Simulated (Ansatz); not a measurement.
# Ab initio dynamics of molten Ge19.7S70.5Sb9.8 (122 atoms)

Aim: follow Ge19.7S70.5Sb9.8 (122 atoms) in the fluid state with forces from DFT, and read its local order and motion.

Method: Kohn-Sham DFT, PBE+D3(BJ), PAW (set soft_2), plane waves, in Ansatz 0.2.0.

Report form: the programs' logs are mostly left out.

### Step 1. Starting point

The cell holds 122 atoms: 24 Ge, 86 S and 12 Sb. Its edges and angles: a = 14.871 Å, b = 14.871 Å, c = 14.871 Å, α = 90.0°, β = 90.0°, γ = 90.0°. 122 atoms (24 Ge, 86 S, 12 Sb) packed at random in a cube at 3.01 g/cm³ and pushed apart as soft spheres; a start for melting by ab initio MD, not an equilibrated structure. The starting density is a measured one.

What the set-up can't give: The Brillouin zone is sampled at Γ only, in a cell whose shortest periodic width is 15 Å. No spin–orbit coupling is included, so levels derived from the heavy atoms are approximate.

### Step 2. Single point at the start

A single point comes first, to see the forces before anything moves.

input.yaml

```yaml
crystal:
  lattice:
    - [14.8711, 0.0, 0.0]
    - [0.0, 14.8711, 0.0]
    - [0.0, 0.0, 14.8711]
  atoms:
    - { symbol: Ge, position: [0.85092, 0.0205, 0.92189] }
    - { symbol: Ge, position: [0.6762, 0.91815, 0.041] }
    - { symbol: Ge, position: [0.99777, 0.44614, 0.08947] }
    - { symbol: Ge, position: [0.65713, 0.17996, 0.33258] }
    - { symbol: Ge, position: [0.0396, 0.79408, 0.06337] }
    - { symbol: Ge, position: [0.52329, 0.3505, 0.28362] }
    - { symbol: Ge, position: [0.07549, 0.04577, 0.89853] }
    - { symbol: Ge, position: [0.49222, 0.54015, 0.29812] }
    - { symbol: Ge, position: [0.59168, 0.1382, 0.65142] }
    - { symbol: Ge, position: [0.82561, 0.31796, 0.80196] }
    - { symbol: Ge, position: [0.95754, 0.57135, 0.63464] }
    - { symbol: Ge, position: [0.31763, 0.64981, 0.69155] }
    - { symbol: Ge, position: [0.51293, 0.24785, 0.43499] }
    - { symbol: Ge, position: [0.80089, 0.27374, 0.60423] }
    - { symbol: Ge, position: [0.8089, 0.54751, 0.93105] }
    - { symbol: Ge, position: [0.24482, 0.36519, 0.25507] }
    - { symbol: Ge, position: [0.70057, 0.59472, 0.23451] }
    - { symbol: Ge, position: [0.24959, 0.83516, 0.85353] }
    - { symbol: Ge, position: [0.33964, 0.71039, 0.03129] }
    - { symbol: Ge, position: [0.16884, 0.05139, 0.33359] }
    - { symbol: Ge, position: [0.40984, 0.00999, 0.89076] }
    - { symbol: Ge, position: [0.34133, 0.26171, 0.56652] }
    - { symbol: Ge, position: [0.80553, 0.11734, 0.48202] }
    - { symbol: Ge, position: [0.09285, 0.91009, 0.17326] }
    - { symbol: S, position: [0.76855, 0.48493, 0.56792] }
    - { symbol: S, position: [0.82335, 0.19692, 0.91712] }
    - { symbol: S, position: [0.34266, 0.99952, 0.74266] }
    - { symbol: S, position: [0.51219, 0.88014, 0.87238] }
    - { symbol: S, position: [0.96248, 0.2323, 0.24711] }
    - { symbol: S, position: [0.16901, 0.82005, 0.30511] }
    - { symbol: S, position: [0.12119, 0.66391, 0.28822] }
    - { symbol: S, position: [0.51253, 0.64349, 0.66142] }
    [... 84 atom lines left out ...]
    - { symbol: Sb, position: [0.64532, 0.19577, 0.15634] }
    - { symbol: Sb, position: [0.06822, 0.70908, 0.7971] }
    - { symbol: Sb, position: [0.1277, 0.86837, 0.49482] }
    - { symbol: Sb, position: [0.50534, 0.60929, 0.95277] }
    - { symbol: Sb, position: [0.98047, 0.04116, 0.59691] }
    - { symbol: Sb, position: [0.70695, 0.09359, 0.00363] }
kpoints:
  mp_grid: { grid: [1, 1, 1] }
hamiltonian:
  xc: pbe
  dispersion: d3bj
scf:
  occupations: { method: fermi_dirac, width: 0.138 }
output:
  forces: true
```

Launch:

```sh
$ ansatz run input.yaml --threads 32 --pin off --max-ram 143360MiB --backend cuda --events-out ev --progress --plain --runs-dir out
```

Elapsed: 2.7 s, on 1 × NVIDIA GB200 with 32 threads of Arm Neoverse V2, shared host; peak memory 1.7 GiB; 5.9 s of CPU time.

That memory is the host's; the program planned up to 7.5 GiB on the GPU. Forces of this run were stored rounded, and per-atom blocks of the log weren't kept.

The program notes that the dispersion model switches parameters near this geometry.

Numbers from this run:

| Item | Value |
| --- | --- |
| free energy | -258417.2038 eV |
| free energy per atom | -2118.1738 eV/atom |
| SCF cycles | 8 |
| r.m.s. force component | 0.7148 eV/Å |
| longest force | 2.78 eV/Å |
| Fermi energy | 4.384 eV |

The r.m.s. force component of 0.71 eV/Å sets the starting point.

Length of the force by element:

```
element  coordination  atoms  mean length of the force (eV/Å)  spread  least  most
     Ge           all     24                            0.867   0.547  0.117  2.78
      S           all     86                             1.17   0.529  0.169  2.77
     Sb           all     12                             1.18   0.567  0.586  2.36
```

### Step 3. Melting at 1600 K

The random start is held at a high temperature, to make it forget its packing.

Edit input.yaml of step 2 so:

```diff
@@ -16 +16,8 @@
   forces: true
+md:
+  timestep: 3
+  n_steps: 340
+  ensemble: nvt_langevin
+  temperature: 1600
+  initial_velocities: maxwell_boltzmann
+  seed: 7535
```

Run time: 4.1 min. Hardware: 1 × NVIDIA GB200 with 32 threads; peak memory 1.9 GiB; 15 min of CPU time.

That memory is the host's.

The program notes that it switched symmetry off.

The trajectory, sampled:

```
time (fs)  T (K)  potential (meV/atom)
      0.0   1587                   0.0
     72.0   2526                -281.2
    132.0   2285                -326.2
    204.0   2040                -356.3
    276.0   1665                -386.3
    336.0   1671                -398.6
    408.0   1589                -413.4
    480.0   1597                -398.2
    540.0   1700                -426.8
    612.0   1593                -418.1
    684.0   1656                -427.3
    744.0   1658                -434.3
    816.0   1575                -437.5
    888.0   1619                -432.9
    948.0   1625                -436.5
   1020.0   1718                -450.2
```

Mean square displacement from the first frame to the last: Ge 4.6 Å², S 6.4 Å², Sb 3.2 Å².

Table of mean square displacement by time lag:

```
time lag (fs)  Ge (Å²)   S (Å²)  Sb (Å²)
            3   5.5e-4  0.00124   3.2e-4
           24   0.0326   0.0701   0.0189
           45    0.102    0.204   0.0599
           66    0.194    0.361    0.115
           87    0.298    0.523    0.179
          108    0.408    0.684    0.248
          129    0.522    0.839    0.320
          150    0.639    0.987    0.394
          171    0.756     1.13    0.469
          192    0.870     1.27    0.543
          213    0.980     1.40    0.617
          234     1.09     1.52    0.689
          255     1.19     1.64    0.762
          276     1.29     1.76    0.833
          297     1.38     1.87    0.903
          318     1.47     1.98    0.973
          339     1.56     2.09     1.04
          360     1.64     2.19     1.11
          381     1.73     2.30     1.18
          402     1.81     2.40     1.25
          423     1.89     2.51     1.31
          444     1.97     2.61     1.37
          465     2.05     2.71     1.43
          486     2.14     2.82     1.49
          510     2.25     2.93     1.56
```

The vibrational density of states has structure finer than the step of the table below, so its rows give means over 50 cm⁻¹, whole bins alone (the curve runs from 0 to 1487 cm⁻¹). Peaks (cm⁻¹: height): Ge 61.1: 1.07; S 81.5: 2.41.

From 273 steps of 3.0 fs, resolution about 41 cm-1. Vibrational density of states against wavenumber; means over each step; values in 1e-3 per cm⁻¹:

```
wavenumber (cm⁻¹)       Ge       S       Sb
               50     1.01    2.21    0.585
              100    0.814    2.30    0.372
              150    0.475    1.99    0.259
              200    0.330    1.45    0.177
              250    0.268    1.04    0.103
              300    0.151   0.788   0.0687
              350    0.112   0.620   0.0367
              400   0.0709   0.515   0.0278
              450   0.0443   0.418   0.0190
              500   0.0306   0.309   0.0141
              550   0.0243   0.201   0.0125
              600   0.0218   0.156   0.0114
              650   0.0182   0.117  0.00766
              700   0.0120  0.0773  0.00656
              750   0.0114  0.0627  0.00540
              800   0.0127  0.0536  0.00424
              850   0.0102  0.0440  0.00384
              900  0.00945  0.0384  0.00366
              950  0.00889  0.0317  0.00387
             1000  0.00677  0.0262  0.00375
             1050  0.00725  0.0249  0.00367
             1100  0.00642  0.0230  0.00393
             1150  0.00549  0.0202  0.00311
             1200  0.00511  0.0188  0.00252
             1250  0.00432  0.0189  0.00236
             1300  0.00418  0.0157  0.00245
             1350  0.00382  0.0132  0.00205
             1400  0.00371  0.0132  0.00175
             1450  0.00337  0.0123  0.00165
```

Over the second half of 1020 fs the temperature averages 1658 K with swings of 90 K r.m.s. From first frame to last S has the largest mean square displacement, 6.4 Å² at the end; the farthest move is 4.63 Å. By the end of the lags followed (0.51 ps), the least mobile element has a mean square displacement of 1.6 Å², too little over such short lags to show that the memory of the start is lost. The vibrational density of states (Ge) has its highest peak at 61.1 cm⁻¹. The Langevin noise broadens this spectrum and gives it a smooth tail at high frequency. The run spans 1.02 ps, too short for its means to be equilibrium values.

### Step 4. Liquid at 1200 K

The hot cell is sampled with a Nosé–Hoover thermostat, which disturbs diffusion little, and with stress on.

input.yaml

```yaml
crystal:
  lattice:
    - [14.8711, 0.0, 0.0]
    - [0.0, 14.8711, 0.0]
    - [0.0, 0.0, 14.8711]
  atoms:
    - { symbol: Ge, position: [0.85977, 0.00774, 0.88167] }
    - { symbol: Ge, position: [0.62985, 0.87672, 0.01622] }
    - { symbol: Ge, position: [0.0978, 0.43768, 0.05815] }
    - { symbol: Ge, position: [0.57209, 0.93733, 0.34452] }
    - { symbol: Ge, position: [0.14328, 0.7379, 0.96557] }
    - { symbol: Ge, position: [0.37376, 0.31198, 0.16938] }
    - { symbol: Ge, position: [0.99242, 0.8212, 0.79781] }
    - { symbol: Ge, position: [0.5475, 0.45224, 0.35124] }
    - { symbol: Ge, position: [0.6504, 0.11347, 0.76364] }
    - { symbol: Ge, position: [0.0372, 0.24902, 0.67895] }
    - { symbol: Ge, position: [0.04694, 0.59108, 0.58087] }
    - { symbol: Ge, position: [0.34573, 0.76137, 0.60586] }
    - { symbol: Ge, position: [0.6372, 0.21221, 0.60766] }
    - { symbol: Ge, position: [0.85879, 0.24772, 0.64454] }
    - { symbol: Ge, position: [0.787, 0.54361, 0.841] }
    - { symbol: Ge, position: [0.27932, 0.43483, 0.24522] }
    - { symbol: Ge, position: [0.78435, 0.53499, 0.31152] }
    - { symbol: Ge, position: [0.23048, 0.9109, 0.887] }
    - { symbol: Ge, position: [0.42631, 0.64298, 0.1271] }
    - { symbol: Ge, position: [0.10633, 0.14723, 0.44393] }
    - { symbol: Ge, position: [0.43744, 0.11574, 0.88494] }
    - { symbol: Ge, position: [0.32639, 0.2452, 0.68094] }
    - { symbol: Ge, position: [0.82359, 0.04241, 0.50709] }
    - { symbol: Ge, position: [0.03291, 0.97217, 0.2397] }
    - { symbol: S, position: [0.86111, 0.5568, 0.60635] }
    - { symbol: S, position: [0.86115, 0.2007, 0.93881] }
    - { symbol: S, position: [0.31767, 0.01486, 0.78828] }
    - { symbol: S, position: [0.32859, 0.75077, 0.95357] }
    - { symbol: S, position: [0.77263, 0.37649, 0.23624] }
    - { symbol: S, position: [0.18688, 0.02147, 0.39571] }
    - { symbol: S, position: [0.1037, 0.80659, 0.10195] }
    - { symbol: S, position: [0.45777, 0.7955, 0.78031] }
    [... 84 atom lines left out ...]
    - { symbol: Sb, position: [0.56545, 0.19045, 0.19236] }
    - { symbol: Sb, position: [0.05606, 0.52424, 0.83192] }
    - { symbol: Sb, position: [0.10597, 0.82569, 0.49808] }
    - { symbol: Sb, position: [0.66026, 0.62522, 0.93937] }
    - { symbol: Sb, position: [0.95278, 0.98188, 0.68165] }
    - { symbol: Sb, position: [0.70451, 0.10899, 0.0136] }
kpoints:
  mp_grid: { grid: [1, 1, 1] }
hamiltonian:
  xc: pbe
  dispersion: d3bj
scf:
  occupations: { method: fermi_dirac, width: 0.103 }
output:
  forces: true
  stress: true
md:
  timestep: 3
  n_steps: 370
  ensemble: nvt_nose_hoover
  temperature: 1200
  initial_velocities: maxwell_boltzmann
  seed: 1677
```

It took 4.4 min on 1 × NVIDIA GB200 with 32 threads; peak memory 1.9 GiB.

That memory is the host's.

The program notes that the SCF threshold is loose for the stress.

Rows from the run:

```
time (fs)  T (K)  potential (meV/atom)  conserved (meV/atom)
      0.0   1200                   0.0                  0.00
     72.0   1365                 -29.3                 -0.04
    156.0   1183                 -35.7                 -0.11
    222.0   1429                 -80.6                 -0.17
    288.0   1343                 -90.5                 -0.41
    372.0   1069                 -71.2                 -0.18
    444.0   1081                 -77.1                 -0.30
    516.0   1258                 -94.1                 -0.30
    600.0   1322                 -87.7                 -0.28
    666.0   1284                 -72.3                 -0.16
    732.0   1280                 -73.5                 -0.11
    816.0   1169                 -92.3                 -0.31
    888.0   1090                 -89.6                 -0.21
    960.0   1048                 -81.7                 -0.21
   1044.0   1129                 -77.7                 -0.17
   1110.0   1233                 -79.7                 -0.16
```

Mean square displacement from the first frame to the last: Ge 4.2 Å², S 5.1 Å², Sb 4.5 Å².

Table of mean square displacement by time lag:

```
time lag (fs)  Ge (Å²)  S (Å²)  Sb (Å²)
            3   3.5e-4  8.9e-4   2.1e-4
           24   0.0216  0.0526   0.0134
           48   0.0778   0.175   0.0503
           72    0.154   0.321    0.105
           93    0.229   0.455    0.164
          117    0.322   0.607    0.241
          141    0.420   0.757    0.327
          162    0.507   0.888    0.408
          186    0.605    1.03    0.505
          210    0.704    1.17    0.606
          231    0.788    1.29    0.699
          255    0.884    1.43    0.809
          279    0.978    1.56    0.925
          300     1.06    1.67     1.03
          324     1.15    1.79     1.15
          348     1.25    1.92     1.27
          369     1.32    2.02     1.38
          393     1.40    2.14     1.51
          417     1.48    2.25     1.64
          438     1.54    2.35     1.76
          462     1.60    2.45     1.89
          486     1.65    2.56     2.03
          507     1.69    2.65     2.15
          531     1.73    2.75     2.29
          555     1.77    2.84     2.43
```

From 297 steps of 3.0 fs, resolution about 37 cm-1. The vibrational density of states by wavenumber; read off at these points; values in 1e-3 per cm⁻¹:

```
wavenumber (cm⁻¹)       Ge        S       Sb
                0    0.998     2.38     1.08
               37     1.14     2.65    0.872
               56     1.08     2.75    0.718
              112    0.688     2.29    0.246
              150     0.44     2.19    0.148
              206    0.235     1.49   0.0635
              262    0.204     1.22   0.0655
              318    0.149    0.808   0.0387
              356    0.103     0.55   0.0149
              412   0.0366    0.436  0.00588
              468   0.0125    0.473  0.00321
              524   0.0093     0.22  0.00212
              562  0.00548    0.114  0.00125
              618  0.00296   0.0451   6.0e-4
              674  0.00276   0.0202   3.0e-4
              730  0.00124   0.0121   1.6e-4
              768   6.6e-4  0.00958   1.3e-4
              824   5.4e-4  0.00626   4.5e-5
              880   2.7e-4   0.0055   2.7e-5
              936   1.1e-4  0.00523   1.8e-5
              973   1.1e-4  0.00488   8.7e-6
             1030   8.5e-5  0.00333   5.6e-6
             1086   4.2e-5   0.0022   2.9e-6
             1142   2.9e-5  0.00105   1.8e-6
             1179   1.9e-5   5.3e-4   1.3e-6
             1235   1.1e-5   2.6e-4        0
             1292   8.1e-6   2.2e-4        0
             1348   3.6e-6   1.2e-4        0
             1385   1.8e-6   1.0e-4        0
             1441        0   1.1e-4        0
             1498        0   7.6e-5        0
```

Over the second half of 1110 fs the temperature averages 1222 K with swings of 89 K r.m.s. The conserved energy stays within 0.45 meV/atom, peak to peak. From first frame to last S has the largest mean square displacement, 5.1 Å² at the end; the farthest move is 5.01 Å. By the end of the lags followed (0.56 ps), the least mobile element has a mean square displacement of 1.8 Å², too little over such short lags to show that the memory of the start is lost. The slope of the later half of the mean square displacement gives diffusion coefficients of about 7.8e-5 cm²/s (S); over so short a run these are rough. The vibrational density of states (Ge) has its highest peak at 37.4 cm⁻¹. The run spans 1.11 ps, too short for its means to be equilibrium values.

### Step 5. Structure statistics late in the run

The g(r) is a mean over the second half.

Density 3.01 g/cm³, 26.96 Å³ an atom.

Mean of 14 frames. Pair distribution functions g(r), in bins of 0.2 Å:

```
r (Å)  total   S-S  S-Ge  S-Sb  Ge-Ge  Ge-Sb  Sb-Sb
 1.80   0.08  0.15  0.00  0.00   0.00   0.00   0.00
 2.00   0.85  1.61  0.17  0.00   0.00   0.00   0.00
 2.20   0.96  0.77  1.98  0.22   0.00   0.00   0.00
 2.40   1.22  0.23  2.86  2.25   0.05   0.00   0.00
 2.60   0.99  0.12  2.02  2.63   0.10   0.00   0.00
 2.80   0.75  0.26  1.34  1.73   0.00   0.16   0.00
 3.00   0.83  0.65  1.05  1.40   0.28   0.28   0.00
 3.20   0.92  0.94  0.90  1.08   0.63   0.60   0.50
 3.40   1.19  1.34  0.98  1.03   1.12   1.59   0.65
 3.60   1.27  1.54  0.91  0.80   1.48   1.82   1.60
 3.80   1.25  1.48  0.91  0.82   1.38   2.07   0.82
 4.00   1.15  1.33  0.87  0.82   1.28   1.83   0.90
 4.20   1.00  1.03  0.89  0.85   1.29   1.45   1.85
 4.40   0.86  0.93  0.74  0.66   1.02   1.29   1.28
 4.60   0.89  0.94  0.85  0.59   1.17   1.12   1.30
 4.80   0.90  0.92  0.89  0.77   0.92   1.06   0.73
 5.00   0.89  0.92  0.89  0.77   0.88   0.91   0.87
 5.20   1.02  1.02  1.06  0.94   1.00   1.03   1.16
 5.40   0.99  0.94  1.07  1.08   0.91   0.87   1.29
 5.60   1.02  1.00  1.04  1.21   0.68   0.86   0.96
 5.80   1.04  0.99  1.04  1.25   0.90   0.91   1.15
 6.00   1.04  0.98  1.16  1.17   0.81   0.86   1.09
 6.20   1.02  0.96  1.12  1.20   0.82   0.73   0.88
 6.40   1.01  0.99  1.03  1.17   0.89   0.92   0.44
 6.60   1.02  0.99  1.00  1.18   1.14   1.03   0.68
 6.80   1.02  1.04  0.96  1.02   1.17   1.03   0.51
 7.00   1.00  1.00  1.01  1.00   1.07   0.90   0.75
 7.20   1.01  1.00  1.04  0.96   1.07   1.09   0.75
```

### Step 6. Results

| Quantity | Value |
| --- | --- |
| mean temperature, second half (liquid at 1200 K) | 1222 K |
| temperature swing, second half (liquid at 1200 K) | 89 K |
| mean pressure, second half (liquid at 1200 K) | 0.0573 GPa |
| slope of the conserved energy against time, by least squares (liquid at 1200 K) | -0.1294 meV/atom/ps |
| wall time of the 3 DFT runs | 8.5 min |

**Reading.** Melting at 1600 K: by the end of the lags followed (0.51 ps), the least mobile element has a mean square displacement of 1.6 Å², too little over such short lags to show that the memory of the start is lost. Liquid at 1200 K: by the end of the lags followed (0.56 ps), the least mobile element has a mean square displacement of 1.8 Å², too little over such short lags to show that the memory of the start is lost. Liquid at 1200 K: the slope of the later half of the mean square displacement gives diffusion coefficients of about 7.8e-5 cm²/s (S); over so short a run these are rough.

Caveats: The program warns that the dispersion model switches its C6 values near this geometry, which can put artefacts into forces and pressure.

[Logs are printed without paths, hosts, clocks, repeated set-up lines and the standing remarks that a program may print on its own settings, such as how far it seeks lower states.]

[Hosts, paths, dates, database ids (printed as entryN), source tags and the programs' standing remarks are cut or masked in the printed files.]
